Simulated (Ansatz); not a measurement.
# Quasiparticle gap of SnO2 (Cassiterite)

How far does one-shot GW move the HSE06 gap of SnO2 (Cassiterite)?

Calculated with Ansatz 0.2.0; HSE06, then G0W0 on it, plane waves, PAW.

**What was measured.**

- Gap 3.6 eV: experimental gap quoted from earlier work; bulk crystal (quoted in “Study on the Photocatalytic Properties of Flower-Shaped SnO2”, 2022, pmc:9565917).

## 1. Set-up

The structure is tetragonal, space group P4_2/mnm (No. 136). The conventional cell has a = 4.738 Å, b = 4.738 Å, c = 3.187 Å, α = 90.00°, β = 90.00°, γ = 90.00°. Nearest to Sn lie 6 O at 2.05 to 2.06 Å. O has 3 Sn at 2.05 to 2.06 Å nearest. Farther neighbours and most contacts between anions are not listed.

The cell and positions come from the Crystallography Open Database and are kept as given unless a step says otherwise. The default PAW set here is soft_2. Its files were made with PBE.

## 2. The starting point: HSE06

HSE06 mixes in a quarter of exact exchange at short range.

This step: DFT, HSE06, plane waves, PAW.

Contents of input.yaml:

```yaml
crystal:
  lattice:
    - [4.738, 0.0, 0.0]
    - [0.0, 4.738, 0.0]
    - [0.0, 0.0, 3.1865]
  atoms:
    - { symbol: Sn, position: [0.0, 0.0, 0.0] }
    - { symbol: Sn, position: [0.5, 0.5, 0.5] }
    - { symbol: O, position: [0.3071, 0.3071, 0.0] }
    - { symbol: O, position: [0.1929, 0.8071, 0.5] }
    - { symbol: O, position: [0.6929, 0.6929, 0.0] }
    - { symbol: O, position: [0.8071, 0.1929, 0.5] }
kpoints:
  mp_grid: { grid: [4, 4, 4] }
  band_path:
    path:
      - [0.0, 0.0, 0.0]
      - [0.0, 0.5, 0.0]
      - [0.5, 0.5, 0.0]
      - [0.0, 0.0, 0.5]
      - [0.0, 0.5, 0.5]
      - [0.5, 0.5, 0.5]
    npoints: 1
hamiltonian:
  xc: hse06
scf:
  occupations: { method: fixed }
  n_extra_bands: 6
output:
  forces: true
  stress: true
  eigenvalues: true
```

Launch:

```console
$ ansatz run input.yaml --threads 3 --pin off --max-ram 64512MiB --backend cuda --events-out ev --progress --plain --runs-dir out --devices 1 --max-vram 24GiB  # rebuilt from the run's record
```

Numbers of over 12 decimals in the logs are rounded to 6 here.

Log:

```text
Warning: output.stress: scf.convergence.dr2_threshold = 1e-7 eV (the SCF's general default) is looser than the 6e-10 eV advised for a printed stress (1e-10 eV for each atom of the cell: 6). What an SCF threshold leaves in a stress goes as its square root, and in the free energy as the threshold itself, and one threshold admits the most on a small cell: [figures from the program's tests cut] Set scf.convergence.dr2_threshold to 6e-10 eV or tighter. The threshold is an SCF's pass mark: one that does not reach it within its budget of iterations ends unconverged, or closes short of it on a stop that the run arms, and scf.convergence.dr2_threshold's page says what that costs each kind of run
Warning: output.stress: scf.exx.energy_threshold = 1e-6 eV is looser than the 6e-8 eV advised for a stress under a hybrid functional (1e-8 eV for each atom of the cell: 6). Every SCF of the exchange loop can meet its threshold on dr2 while the loop round them stops early: no threshold on dr2 bounds what that leaves in the stress. Set scf.exx.energy_threshold to 6e-8 eV or tighter. The threshold is the loop's pass mark: a loop that does not reach it within its budget of cycles ends unconverged, and scf.exx.energy_threshold's page has the law
scf.n_extra_bands = 6 over 26 filled bands (N_el = 52.0): the run solves 32 bands
GPUs: using 1 of 1 available (devices: 1).
Engine: ansatz 0.2.0, x86_64-unknown-linux-gnu
Pseudopotentials: kind: paw
Pseudopotential: Sn, paw, valence charge 14, recommended cutoff 420 eV (normal), Sn.paw.azcp
Pseudopotential: O, paw, valence charge 6, recommended cutoff 420 eV (normal), O.paw.azcp
Functional definition: HSE06
  parameter a = 0.25
  parameter omega = 0.11/bohr
  exchange = pbe_x - a*pbe_x_sr(omega) + a*exact_x_sr(omega)
  correlation = pbe_c
davidson cushion auto → on  (no smearing: the cushion is to keep the highest requested band from converging to the state above it; pin scf.eigensolver.cushion to override)
device memory: the entry about to start is reckoned to put 0.8 GiB on a device that reports 69.5 GiB free (of which the cap on the GPU budget leaves the run 24.0 GiB)
GPU FFT provider: cuFFT
GPU libraries: cuBLAS 13.8.1, cuFFT 12.4.0, cuSOLVER 12.3.2
Crystal: 6 atoms, lattice volume = 71.533 Å³
Basis set: ecut = 420 eV, 1411 PW (Γ), exchange–correlation on 64×64×48 points (8 copies of the dense FFT grid, shifted against one another)
Bands: 32, of which v1, the nominal top of the filled ones, is band 26 counted from 1 (25 counted from 0)
Symmetry: 16 space group operations
Space group: P42/mnm (ITA 136), of the structure as read, at distance tolerance 4.2e-5 Å
k-points: 18 of 64
Non-local potential: Sn, projectors of the file, l = 0: 2, l = 1: 2, l = 2: 2, l = 3: 2
Non-local potential: O, projectors of the file, l = 0: 2, l = 1: 2, l = 2: 1
PAW form: soft (Blöchl's): semilocal exchange-correlation on the pseudo side does not see the compensation charge
PAW frozen core: Sn, regenerated for the run's functional, and the local potential with it (the file was generated under x = pbe(κ = 0.804, μ = 0.219515), c = pbe(β = 0.066725))
PAW frozen core: O, regenerated for the run's functional, and the local potential with it (the file was generated under x = pbe(κ = 0.804, μ = 0.219515), c = pbe(β = 0.066725))
PAW one-centre angular grid: Sn, 590 points (default); XC on 64 Gauss nodes
PAW one-centre angular grid: O, 110 points (default); XC on 96 Gauss nodes
Initial density: superposition of atomic densities (neutral atoms: chi_scale 0, normalization atom), corrected by the library's trained network
Initial wavefunctions: pseudopotential atomic-orbital guess
GPU buffer pool allocated for 24576 grid points (all kernels)
GPU transforms: local potential and band sums: pruned to the plane-wave sphere, on 32×32×24
Functional: x = pbe(κ = 0.804, μ = 0.219515), c = pbe(β = 0.066725), warm-up for x = pbe(κ = 0.804, μ = 0.219515) + 0.25 (exact − pbe) at short range (hse, ω = 0.207870 Å⁻¹), c = pbe(β = 0.066725); HSE06 as pw.x's `hse` composes it (authors' and Libxc's form: `xc: wpbeh`)
SCF iter   1: F=—  HF=-14317.835884 eV  |F-HF|=—  |Δ(HF+E_count)|=         —  Δρ=1.19e-3  dr2=3.19e-4  ethr=1.77e-3  ⟨swp⟩=7.6  Hψ=2724  notcnv=0
preconditioner: auto → none  [insulator: Δε(μ)=1.279 eV  Ē_g=19.772 eV  n_scr=18 (ndim 8)  ℏωp=31.7 eV  f_vac=0.027]
SCF iter   2: F=-14317.840324 eV  HF=-14317.840059 eV  |F-HF|=2.65e-4  |Δ(HF+E_count)|=   4.17e-3  Δρ=5.36e-4  dr2=6.68e-5  ethr=6.13e-7  ⟨swp⟩=7.7  Hψ=2992  notcnv=0  defer=2
SCF 1 stopped early in 2 iterations: F = -14317.840324 eV  dr2 = 6.68e-5
  greatest PAW one-centre occupation: 0.996 electrons in one spin orbital (limit 2), on the Sn atom at site 0 (counted from 0), in its partial waves of l = 2
device memory: the entry about to start is reckoned to put 1.2 GiB (of the 1.3 GiB reckoned in all, the device holds 0.1 GiB already) on a device that reports 69.4 GiB free (of which the cap on the GPU budget leaves the run 23.9 GiB)
GPU FFT provider: cuFFT
GPU libraries: cuBLAS 13.8.1, cuFFT 12.4.0, cuSOLVER 12.3.2
Initial density: handed on by an earlier stage of this run
Initial wavefunctions: those handed on with the density
GPU buffer pool allocated for 24576 grid points (all kernels)
GPU transforms: local potential and band sums: pruned to the plane-wave sphere, on 32×32×24
Functional: x = pbe(κ = 0.804, μ = 0.219515) + 0.25 (exact − pbe) at short range (hse, ω = 0.207870 Å⁻¹), c = pbe(β = 0.066725); HSE06 as pw.x's `hse` composes it (authors' and Libxc's form: `xc: wpbeh`)
Exchange kernel: α = 0.2500, screened, ω = 0.2079 Å⁻¹, Wigner–Seitz truncation, v(0) = 1027.7282 eV·Å³, q-mesh 4×4×4, nearest image of the exchange supercell L = 12.75 Å, pair-density grid 30×30×20, without the augmentation charges, whose exchange is taken in its separable form by FFT convolution over the k-point mesh (sized by the pseudopotential files, 32×32×24 at the most), smooth part of the exact exchange by density-matrix convolution in up to 2.12 GiB of GPU memory as planned if the GPU has room (build and FFT work areas not counted)
Frozen-core exchange: fock
SCF iter   1: F=—  HF=-14325.521700 eV  |F-HF|=—  |Δ(HF+E_count)|=         —  Δρ=1.03e-2  dr2=4.77e-2  ethr=1.28e-6  ⟨swp⟩=8.4  Hψ=3232  notcnv=0
preconditioner: auto → none  [insulator: Δε(μ)=3.033 eV  Ē_g=22.473 eV  n_scr=18 (ndim 8)  ℏωp=31.7 eV  f_vac=0.027]
SCF iter   2: F=—  HF=-14325.509250 eV  |F-HF|=—  |Δ(HF+E_count)|=   1.24e-2  Δρ=5.52e-3  dr2=9.84e-3  ethr=1.28e-6  ⟨swp⟩=4.4  Hψ=2207  notcnv=0
SCF iter   3: F=—  HF=-14325.530697 eV  |F-HF|=—  |Δ(HF+E_count)|=   2.14e-2  Δρ=2.75e-3  dr2=5.17e-3  ethr=1.28e-6  ⟨swp⟩=4.5  Hψ=2129  notcnv=0
iter 4 solved again at ethr=3.16e-8 eV; its pass at ethr=1.28e-6 eV (dr2=1.64e-5 eV) is discarded
SCF iter   4: F=—  HF=-14325.529144 eV  |F-HF|=—  |Δ(HF+E_count)|=   1.55e-3  Δρ=1.77e-4  dr2=6.55e-5  ethr=3.16e-8  ⟨swp⟩=3.2  Hψ=3290  notcnv=0
SCF iter   5: F=—  HF=-14325.529472 eV  |F-HF|=—  |Δ(HF+E_count)|=   3.27e-4  Δρ=3.04e-4  dr2=6.03e-5  ethr=3.16e-8  ⟨swp⟩=4.7  Hψ=2105  notcnv=0
SCF iter   6: F=-14325.529454 eV  HF=-14325.529454 eV  |F-HF|=9.87e-9  |Δ(HF+E_count)|=   1.79e-5  Δρ=9.30e-6  dr2=2.29e-6  ethr=3.16e-8  ⟨swp⟩=3.9  Hψ=1709  notcnv=0
SCF 2 stopped early in 6 iterations: F = -14325.529454 eV  dr2 = 2.29e-6
  Residual-converged pass: ⟨swp⟩=4.0  Hψ=1762  notcnv=0  max |occ|·‖R‖ = 6.4e-6 eV (tolerance 6.7e-6 eV)  dr2=2.29e-6  dr2_onsite=2.31e-8  max |Δocc| = 0.0e0
  greatest PAW one-centre occupation: 0.996 electrons in one spin orbital (limit 2), on the Sn atom at site 1 (counted from 0), in its partial waves of l = 2
hybrid outer 1: dexx = +2.496e-2 eV, tail = 1.24e-4 eV
GPU FFT provider: cuFFT
GPU libraries: cuBLAS 13.8.1, cuFFT 12.4.0, cuSOLVER 12.3.2
GPU buffer pool allocated for 24576 grid points (all kernels)
GPU transforms: local potential and band sums: pruned to the plane-wave sphere, on 32×32×24
Exchange kernel: α = 0.2500, screened, ω = 0.2079 Å⁻¹, Wigner–Seitz truncation, v(0) = 1027.7282 eV·Å³, q-mesh 4×4×4, nearest image of the exchange supercell L = 12.75 Å, pair-density grid 30×30×20, without the augmentation charges, whose exchange is taken in its separable form by FFT convolution over the k-point mesh (sized by the pseudopotential files, 32×32×24 at the most), smooth part of the exact exchange by density-matrix convolution in up to 2.12 GiB of GPU memory as planned if the GPU has room (build and FFT work areas not counted)
Frozen-core exchange: fock
SCF iter   1: F=—  HF=-14325.528761 eV  |F-HF|=—  |Δ(HF+E_count)|=         —  Δρ=3.93e-5  dr2=9.12e-7  ethr=1.19e-6  ⟨swp⟩=3.9  Hψ=1399  notcnv=0
preconditioner: auto → none  [insulator: Δε(μ)=3.042 eV  Ē_g=22.507 eV  n_scr=18 (ndim 8)  ℏωp=31.7 eV  f_vac=0.035]
SCF iter   2: F=—  HF=-14325.528764 eV  |F-HF|=—  |Δ(HF+E_count)|=   3.24e-6  Δρ=3.27e-5  dr2=3.26e-7  ethr=1.33e-9  ⟨swp⟩=5.9  Hψ=2523  notcnv=0  defer=8
SCF iter   3: F=—  HF=-14325.528764 eV  |F-HF|=—  |Δ(HF+E_count)|=   7.01e-9  Δρ=1.21e-5  dr2=4.69e-8  ethr=5.56e-10  ⟨swp⟩=2.8  Hψ=1305  notcnv=0  defer=1
SCF iter   4: F=—  HF=-14325.528764 eV  |F-HF|=—  |Δ(HF+E_count)|=   1.36e-7  Δρ=5.27e-6  dr2=1.61e-8  ethr=6.16e-11  ⟨swp⟩=5.1  Hψ=1876  notcnv=0
SCF iter   5: F=-14325.528764 eV  HF=-14325.528764 eV  |F-HF|=3.64e-12  |Δ(HF+E_count)|=   4.19e-9  Δρ=6.93e-7  dr2=2.83e-10  ethr=2.83e-11  ⟨swp⟩=3.0  Hψ=1474  notcnv=0
SCF 3 converged in 5 iterations: F = -14325.528764 eV  dr2 = 2.83e-10
  Residual-converged pass: ⟨swp⟩=3.4  Hψ=1616  notcnv=0  max |occ|·‖R‖ = 7.7e-7 eV (tolerance 7.7e-7 eV)  dr2=2.78e-10  dr2_onsite=2.92e-11  max |Δocc| = 0.0e0
hybrid outer 2: dexx = +1.265e-6 eV, tail = 3.08e-8 eV, Δε = 5.35e-3 eV (about 1.34e-4 eV left of the loop's levels), ΔF = 1.74e-3 eV/Å (tail 5.83e-4)
device memory: the entry about to start is reckoned to put 0.4 GiB on a device that reports 71.7 GiB free (of which the cap on the GPU budget leaves the run 24.0 GiB)
NSCF: frozen V_eff on 6 k-points
hybrid SCF converged: 2 outer / 11 inner (+2 warm-up), last move |dexx| = 1.27e-6 eV, tail = 3.08e-8 eV
Stability not checked: this state was not tested for a lower state beside it, because the functional holds exact exchange (a hybrid, or Hartree-Fock), whose exchange loop this test does not read (fock_operator; see scf.lower_state_search)
Free energy (F): -14325.528764 eV
Frozen-core exchange: fock
Harris-Foulkes:  -14325.528764 eV  (|F-HF|=3.64e-12)
Internal energy: -14325.528764 eV  (E = F + TS)
E sigma→0 (E₀):  -14325.528764 eV
Fermi energy:    8.185018 eV
--- Per-component energies (eV) ---
  E_band       = -219.639902
  E_kinetic    = 1087.396955
  E_local      = -2857.997225  (includes V_loc(G=0)·N_el)
  E_nonlocal   = 128.880853
  E_hartree    = 1494.727402
  E_xc         = -832.505580
  E_vxc        = -448.347757  (∫ρ·V_xc dr)
  E_exx        = -152.403222  (= α·E_x^exact, valence–valence)
  E_paw        = -9011.197209  (= ΣΔE_a)
  E_vpaw       = -814.229481  (= ΣTr[D̂ρ^β])
  E_aug_tail   = 0.009935  (compensation charges beyond the density's cutoff)
  E_ewald      = -4182.851779
  E_core_change = 0.411106  (= ΣΔE_core)
  E_smearing   = -0.000000  (= −TS)
  E_closure    = -0.000002  (closes the sum)
  Σ components = -14325.528764   (vs F -14325.528764, Δ=-1.82e-12)
--- Forces (eV/Å), atoms counted from 1 ---
  atom   1  Sn    -0.00000000     0.00000000    -0.00000000
  atom   2  Sn     0.00000000    -0.00000000    -0.00000000
  atom   3  O     -0.12730505    -0.12730505     0.00000000
  atom   4  O      0.12730505    -0.12730505    -0.00000000
  atom   5  O      0.12730505     0.12730505    -0.00000000
  atom   6  O     -0.12730505     0.12730505     0.00000000
  max |Σ_I F_I| component: 2.78e-17 eV/Å
--- Stress (GPa, compression-positive) ---
        1.822437       0.000000       0.000000
        0.000000       1.822437       0.000000
        0.000000       0.000000       1.990367
  P = ⅓ Tr σ = 1.8784 GPa (18.784 kbar)
--- Band table (eV; the first three rows and the last of 18) ---
  k-point 0: bands = [... 22 lower, 7.1611, 7.4716, 7.4716, 8.1850, 11.2259, 16.3815, 16.4275, 16.4275, ... 2 higher]
  k-point 1: bands = [... 22 lower, 5.8306, 7.3864, 7.3864, 7.6494, 13.9074, 17.3447, 18.6709, 18.6709, ... 2 higher]
  k-point 2: bands = [... 22 lower, 6.4198, 6.4198, 6.8331, 6.8331, 16.5790, 16.5790, 20.0301, 20.0301, ... 2 higher]
  k-point 17: bands = [... 22 lower, 7.2176, 7.2176, 7.2774, 7.2774, 15.0968, 15.0968, 19.0268, 19.0268, ... 2 higher]
```

The job ended after 20 s (1 × NVIDIA H100 80GB HBM3 (shared by 3 runs) with 3 threads of AMD EPYC 7R13 (Zen 3), shared host; peak memory 2.1 GiB; 34 s of CPU time).

In the SCF lines HF is the Harris–Foulkes energy and dr2 the Hartree energy of the density residual, in eV; the loop may stop once dr2 is under the threshold and the program's other checks hold. Hψ counts applications of the Hamiltonian.

This step gave:

```
gap                     : 3.041 eV
valence top at          : Γ
conduction bottom at    : Γ
least direct gap        : 3.041 eV
exact-exchange fraction : 0.25
```

Over mesh and listed points the gap is 3.041 eV, direct, at k = Γ. The program's warnings for this run: stress exchange threshold loose; stress scf threshold loose.

(Part 1 of 2 ends here.)

[Paths, hosts, dates, memory and timing lines, banners, echoed tables and standing remarks are left out of the program output.]

[Logs are printed without paths, hosts, clocks, repeated set-up lines and the standing remarks that a program may print on its own settings, such as how far it seeks lower states.]

[Runs of the session that timed out or met a known fault of the program may be left out.]

[Cells called generated may have been cut or substituted from an entry of the Crystallography Open Database or the Materials Project.]

[Hosts, paths, dates, database ids (printed as entryN), source tags and the programs' standing remarks are cut or masked in the printed files.]

[Where an RPA ε∞ is given, it is that of the G0W0 mesh and is not shown converged in it. Names of k-points follow the symmetry that the program found, which can be lower than the space group named. Band edges on a path are those of the sampled points; other points can move an edge, and change direct to indirect where valleys lie close.]

[Hybrid gaps are those of their k-mesh and are not shown converged in it.]
